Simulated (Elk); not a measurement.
# Bands of Fe in the lowest magnetic state tried

Wanted: the exchange-split electronic structure of Fe.

Calculated with Elk 11.2.3 (patched build); PBE; all-electron APW+lo, Dirac cores, scalar-relativistic bands.

The database entry behind the starting cell differs from later determinations by our own check (an axis about 0.7 % long against later determinations), so it need not match the best structure at ambient conditions.

## Step 1: Starting point

Symmetry: Im-3m, No. 229, cubic system. The conventional cell has a = 2.886 Å, b = 2.886 Å, c = 2.886 Å, α = 90.00°, β = 90.00°, γ = 90.00°. Nearest to Fe lie 8 Fe at 2.50 Å.

As a file:

```cif
data_structure
_symmetry_space_group_name_H-M 'Im-3m'
_symmetry_Int_Tables_number 229
_cell_length_a 2.8860
_cell_length_b 2.8860
_cell_length_c 2.8860
_cell_angle_alpha 90.000
_cell_angle_beta 90.000
_cell_angle_gamma 90.000
_cell_volume 24.04
loop_
_atom_site_label
_atom_site_type_symbol
_atom_site_symmetry_multiplicity
_atom_site_Wyckoff_symbol
_atom_site_fract_x
_atom_site_fract_y
_atom_site_fract_z
_atom_site_occupancy
Fe1 Fe 2 a 0.00000 0.00000 0.00000 1
```

## Step 2: The magnetic state

Bands and densities of states are read from a converged potential, so the magnetic state comes first.

This is the lowest of the starts that converged (ferro +).

Moments are seeded by fields in the spheres (the last three columns under atoms), set against the wanted direction and reduced each loop.

elk.in

```
tasks
  0

xctype
  20

reducebf
  0.5

epsengy
  1e-05

maxscl
  100

rgkmax
  7.0

nempty
  12

swidth
  0.003

lmaxi
  3

spinpol
  .true.

sppath
  './'

avec
  -2.72687479783 2.72687479783 2.72687479783
  2.72687479783 -2.72687479783 2.72687479783
  2.72687479783 2.72687479783 -2.72687479783

atoms
  1
  'Fe.in'
  1
  0.0000000000 0.0000000000 0.0000000000   0.000000 0.000000 -0.140000

ngridk
  12 12 12
```

Started as:

```
$ OMP_NUM_THREADS=2 elk
```

Numbers of over 12 decimals in the logs are rounded to 6 here.

What it wrote:

```text
┌─────────────────────────┐
│ Elk code version 11.2.3 │
└─────────────────────────┘

All units are atomic (Hartree, Bohr, etc.)

┌─────────────────────────────────────────────────┐
│ Ground-state run starting from atomic densities │
└─────────────────────────────────────────────────┘

Lattice vectors :
  -2.726874798       2.726874798       2.726874798
   2.726874798      -2.726874798       2.726874798
   2.726874798       2.726874798      -2.726874798

Species : 1 (Fe)
 parameters loaded from : Fe.in
 name : iron
 nuclear charge    :   -26.00000000
 electronic charge :    26.00000000
 atomic mass :    101799.2075
 muffin-tin radius :    2.336542848
 number of radial points in muffin-tin :    993
 inner part over the whole radius :   0.9974870244E-02
 number on inner part of muffin-tin    :    700
 approximate nuclear radius :   0.7160107270E-04
 number of mesh points to nuclear radius :    332
 atomic positions (lattice), magnetic fields (Cartesian) :
  1 :   0.00000000  0.00000000  0.00000000    0.00000000  0.00000000 -0.14000000

Total number of atoms per unit cell :    1
Total muffin-tin volume :    53.43303687
 ratio of muffin-tin to unit cell volume :   0.6588010343

Spin treatment :
 spin-polarised
 global magnetic field (Cartesian) :    0.000000000       0.000000000       0.000000000
 collinear magnetisation in z-direction

Number of Bravais lattice symmetries :   48
Number of crystal symmetries         :   48
Crystal has inversion symmetry
Real symmetric eigensolver will be used

k-point grid :     12    12    12
k-point offset :    0.000000000       0.000000000       0.000000000
k-point set is reduced with full crystal symmetry group
Total number of k-points :       72

Muffin-tin radius times maximum |G+k| :    7.000000000
 using average radius
Maximum |G+k| for APW functions       :    2.995879150
Maximum (1/2)|G+k|²                   :    4.487645939
Maximum |G| for potential and density :    12.00000000
Constant for pseudocharge density :    7
 order of it for each species :   14
 order of it for pair densities of each species (exact exchange by exxq0 0: 14) :   10
Radial integration step length :    1

G-vector grid sizes :     20    20    20
Number of G-vectors :     2347

Maximum angular momentum used for
 APW functions            :    8
 outer part of muffin-tin :    6
 inner part of muffin-tin :    3

Number of empty states         :     12
Total number of valence states :     42
Total number of core states    :     10

Third-order local-orbitals added for an l without core states : T
Total number of local-orbitals :     23

Exchange-correlation functional :     20     0     0
 Perdew-Burke-Ernzerhof, Phys. Rev. Lett. 77, 3865 (1996)
 gradient requirement :    1
 generalised gradient approximation (GGA)

Smearing type :    3
 Fermi-Dirac
Smearing width :   0.3000000000E-02
Effective electronic temperature (K) :    947.3250744

Mixing type :    3
 Broyden mixing, J. Phys. A: Math. Gen. 17, L317 (1984)

Kohn-Sham potential initialised from atomic data

┌──────────────────────────────┐
│ Self-consistent loop started │
└──────────────────────────────┘

┌─────────────────┐
│ Loop number : 1 │
└─────────────────┘

Energies :
 Fermi                       :     0.198845
 sum of occupied eigenvalues :     -739.01997473954
 electron kinetic            :      1288.2960250358
 core electron kinetic       :      1149.7642994131
 Coulomb                     :     -2505.4305681496
 Coulomb potential           :     -1955.1133768616
 nuclear-nuclear             :     -225.54407463171
 electron-nuclear            :     -2613.6175043661
 Hartree                     :      333.73101084827
 Madelung                    :     -1527.8738797188
 xc potential                :     -72.075652471404
 xc effective B-field        :    -0.122268
 external B-field            :      0.000000
 exchange                    :     -54.583945543033
 correlation                 :     -1.206191
 electron entropic           :    -0.81971974676699E-03
 total energy                :     -1272.9254989411
 (external B-field energy excluded from total)

Density of states at Fermi energy :    27.21269543
 (states/Hartree/unit cell)

Estimated indirect band gap :   0.1789818621E-02
 from k-point 6 to k-point 51
Estimated direct band gap   :   0.2562812956E-02
 at k-point 2

Charges :
 core                        :    10.00000000
 valence                     :    16.00000000
 interstitial                :    1.110691769
 muffin-tins (core leakage)
  species : 1 (Fe)
   atom 1                    :    24.88930823     ( -0.2242659942E-06)
 total in muffin-tins        :    24.88930823
 total calculated charge     :    26.00012507
 total charge                :    26.00000000
 error                       :   0.1250718399E-03

Moments :
 interstitial                :  -0.3318889705E-01
 muffin-tins
  species : 1 (Fe)
   atom 1                    :    2.427549645
 total in muffin-tins        :    2.427549645
 total moment                :    2.394360748

[... earlier loops left out ...]

┌──────────────────┐
│ Loop number : 18 │
└──────────────────┘

Energies :
 Fermi                       :     0.294478
 sum of occupied eigenvalues :     -736.81290963528
 electron kinetic            :      1290.0120096100
 core electron kinetic       :      1149.7591207567
 Coulomb                     :     -2506.8741905008
 Coulomb potential           :     -1954.2168857986
 nuclear-nuclear             :     -225.54407463171
 electron-nuclear            :     -2617.4286620252
 Hartree                     :      336.09854615607
 Madelung                    :     -1529.7657476015
 xc potential                :     -72.490836817360
 xc effective B-field        :    -0.117197
 external B-field            :      0.000000
 exchange                    :     -54.730785206630
 correlation                 :     -1.206039
 electron entropic           :    -0.74888976912884E-03
 total energy                :     -1272.7997542277
 (external B-field energy excluded from total)

Density of states at Fermi energy :    25.35596839
 (states/Hartree/unit cell)

Estimated indirect band gap :   0.2680980802E-03
 from k-point 52 to k-point 6
Estimated direct band gap   :   0.7453128816E-02
 at k-point 61

Charges :
 core                        :    10.00000000
 valence                     :    16.00000000
 interstitial                :    1.044022938
 muffin-tins (core leakage)
  species : 1 (Fe)
   atom 1                    :    24.95597706     ( -0.2242657811E-06)
 total in muffin-tins        :    24.95597706
 total calculated charge     :    26.00012027
 total charge                :    26.00000000
 error                       :   0.1202696946E-03

Moments :
 interstitial                :  -0.4992643625E-01
 muffin-tins
  species : 1 (Fe)
   atom 1                    :    2.337673868
 total in muffin-tins        :    2.337673868
 total moment                :    2.287747431

┌──────────────────────────────┐
│ Self-consistent loop stopped │
└──────────────────────────────┘

Wrote STATE.OUT
```

Wall time 62 s (2 threads of Arm Neoverse N1, shared host); peak memory 0.08 GiB.

Read from the output:

| Item | Value |
| --- | --- |
| density of states at the Fermi level | 0.9318 states/eV/cell |
| moment between the spheres | -0.04993 μB |
| magnetization | 2.288 μB |
| final state | ferromagnetic |
| largest moment | 2.338 μB |

## Step 3: Levels along a path and on the mesh

The potential is kept. Point names follow a standard table for this cell's lattice and can differ from other conventions. The density of states is interpolated from the levels on the mesh (so its value at the Fermi level can differ from the smeared one of the ground-state run), and the bands are solved anew along a path of special points.

elk.in

```
tasks
  10
  20
  15
  33
  73

xctype
  20

reducebf
  0.5

epsengy
  1e-05

maxscl
  100

rgkmax
  7.0

nempty
  12

swidth
  0.003

lmaxi
  3

spinpol
  .true.

sppath
  './'

avec
  -2.72687479783 2.72687479783 2.72687479783
  2.72687479783 -2.72687479783 2.72687479783
  2.72687479783 2.72687479783 -2.72687479783

atoms
  1
  'Fe.in'
  1
  0.0000000000 0.0000000000 0.0000000000   0.000000 0.000000 -0.000140

ngridk
  12 12 12

wplot
  300 60 1
  -0.35000 0.25000

plot1d
  7 84
  0.00000000 0.00000000 0.00000000
  0.50000000 -0.50000000 0.50000000
  0.00000000 0.00000000 0.50000000
  0.00000000 0.00000000 0.00000000
  0.25000000 0.25000000 0.25000000
  0.50000000 -0.50000000 0.50000000
  0.25000000 0.25000000 0.25000000

plot3d
  0 0 0
  1 0 0
  0 1 0
  0 0 1
  13 13 13
```

Started as:

```
$ OMP_NUM_THREADS=2 elk
```

What it wrote:

```text
┌─────────────────────────────────┐
│ Elk code version 11.2.3 started │
└─────────────────────────────────┘

Info(readinput): the functional depends on the density's gradient
 muffin-tin radial points multiplied by    2.00000
 (not where nrmtscf is given)

┌───────────────────┐
│ Current task : 10 │
└───────────────────┘
Info(checkmt): changed muffin-tin radius of species 1 (Fe) from   2.4000 to   2.3365

Info(writedos):
 Total density of states written to TDOS.OUT

 Partial density of states written to PDOS_Sss_Aaaaa.OUT
 for all species and atoms

 Spin-quantisation axis :    0.000000000       0.000000000       1.000000000

 Eigenvalues of a random matrix symmetrised with the site
 symmetries in the Yₗₘ basis written to ELMIREP.OUT for all
 species and atoms. Degenerate eigenvalues correspond to
 irreducible representations of each site symmetry group

 Interstitial density of states written to IDOS.OUT

 Fermi energy is at zero in plots

 DOS units are states/Hartree/unit cell

┌───────────────────┐
│ Current task : 20 │
└───────────────────┘

Info(bandstr):
 Band structure plot written to BAND.OUT

 Fermi energy is at zero in plot

 Vertex location lines written to BANDLINES.OUT

┌───────────────────┐
│ Current task : 15 │
└───────────────────┘

Info(writelsj):
 muffin-tin L, S and J expectation values written to LSJ.OUT

┌───────────────────┐
│ Current task : 33 │
└───────────────────┘

Info(rhoplot): 3D density plot written to RHO3D.OUT

┌───────────────────┐
│ Current task : 73 │
└───────────────────┘

Info(vecplot):
 3D magnetisation density written to MAG3D.OUT

┌──────────────────┐
│ Elk code stopped │
└──────────────────┘
```

Elapsed: 81 s, on 2 threads; peak memory 0.1 GiB; 2.5 min of CPU time.

The electronic bands at the labelled points (eV, zero at the Fermi level; # counts the bands kept):

```csv
point,up #3,up #4,up #5,up #6,down #2,down #3,down #4,down #5
Γ,-2.23,-2.23,-1.10,-1.09,-0.20,-0.20,-0.20,1.71
halfway,-1.81,-1.81,-1.13,0.08,-0.56,0.15,0.15,1.03
H,0.01,0.01,0.01,9.44,-2.70,2.32,2.32,2.32
halfway,-1.87,-1.31,0.14,4.80,-1.76,0.08,0.81,2.46
N,-1.04,-0.91,0.28,0.39,-1.41,0.56,1.57,1.97
halfway,-2.37,-1.24,-1.08,-1.02,-0.82,-0.51,1.06,1.40
Γ,-2.23,-2.23,-1.10,-1.09,-0.20,-0.20,-0.20,1.71
halfway,-2.94,-1.07,-1.07,-0.03,-1.09,-1.09,1.69,1.69
P,-3.12,-0.89,-0.89,8.16,-1.62,-1.62,1.99,1.99
halfway,-2.94,-0.61,-0.61,6.65,-1.64,-1.22,1.70,1.70
H,0.01,0.01,0.01,9.44,-2.70,2.32,2.32,2.32
0.53 of the way,-3.10,-0.64,-0.64,6.55,-1.56,-1.41,1.71,1.72
P,-3.12,-0.89,-0.89,8.16,-1.62,-1.62,1.99,1.99
```

The density of states has structure finer than the step of the table below, so its rows give means over 0.5 eV, whole bins alone (the curve runs from -9.52 to 6.75 eV). Peaks (eV: height): up -4.03: 1.15, -3.16: 2.03, -2.39: 1.85, -0.98: 2.59; down -1.31: 1.47, -0.60: 1.49, 1.47: 1.60, 1.96: 2.90; Fe1 d up -4.03: 0.808, -3.16: 1.75, -2.39: 1.56, -0.98: 2.51; Fe1 d down -1.31: 1.16, 1.96: 2.82.

Table of density of states by energy, zero at the Fermi level; means over each step; values in states/eV/cell:

```csv
energy (eV),up,down,Fe1 d up,Fe1 d down
-8.5,3.1e-5,0,0,0
-8.0,0.0116,0.00275,3.2e-6,0
-7.5,0.0306,0.0221,1.8e-4,3.6e-5
-7.0,0.0436,0.0367,7.9e-4,2.5e-4
-6.5,0.0590,0.0487,0.00237,7.6e-4
-6.0,0.0765,0.0598,0.00619,0.00181
-5.5,0.106,0.0737,0.0159,0.00393
-5.0,0.175,0.0904,0.0507,0.00783
-4.5,0.535,0.113,0.308,0.0157
-4.0,0.889,0.152,0.629,0.0329
-3.5,0.525,0.255,0.421,0.0928
-3.0,1.36,0.379,1.18,0.184
-2.5,1.43,0.572,1.19,0.355
-2.0,0.554,0.370,0.452,0.260
-1.5,0.930,1.01,0.858,0.782
-1.0,2.20,1.25,2.12,0.969
-0.5,1.00,1.16,0.933,0.918
0.0,0.602,0.288,0.557,0.221
0.5,0.163,0.287,0.115,0.263
1.0,0.163,0.835,0.0967,0.777
1.5,0.161,1.39,0.0859,1.33
2.0,0.150,1.85,0.0728,1.79
2.5,0.138,0.448,0.0607,0.408
3.0,0.131,0.238,0.0540,0.187
3.5,0.121,0.203,0.0465,0.143
4.0,0.107,0.176,0.0384,0.112
4.5,0.0937,0.156,0.0315,0.0906
5.0,0.0788,0.140,0.0249,0.0746
5.5,0.0597,0.119,0.0176,0.0581
6.0,0.0341,0.101,0.00860,0.0452
```

## Step 4: Outcome

| Quantity | Value |
| --- | --- |
| state | ferromagnetic |
| largest moment | 2.34 μB |

Right at the Fermi level (the table gives means over its steps) the density of states is 0.72 states/eV a cell for spin up and 0.24 for spin down. Within the window shown, the centres of the Fe1 d states of the two spins lie 2.3 eV apart, a rough measure of the splitting of the spins. The state is the lowest of the starts that converged. These are Kohn–Sham levels without spin–orbit coupling.

[Logs and program files are shortened in this print: banners, set-up blocks, solver, clock and traceback lines can be left out without a mark of their own.]

[Logs are printed without paths, hosts, clocks, repeated set-up lines and the standing remarks that a program may print on its own settings, such as how far it seeks lower states.]

[Hosts, paths, dates, database ids (printed as entryN), source tags and the programs' standing remarks are cut or masked in the printed files.]

[Where a cell is said to come from a database of computed structures, the database is the Materials Project.]
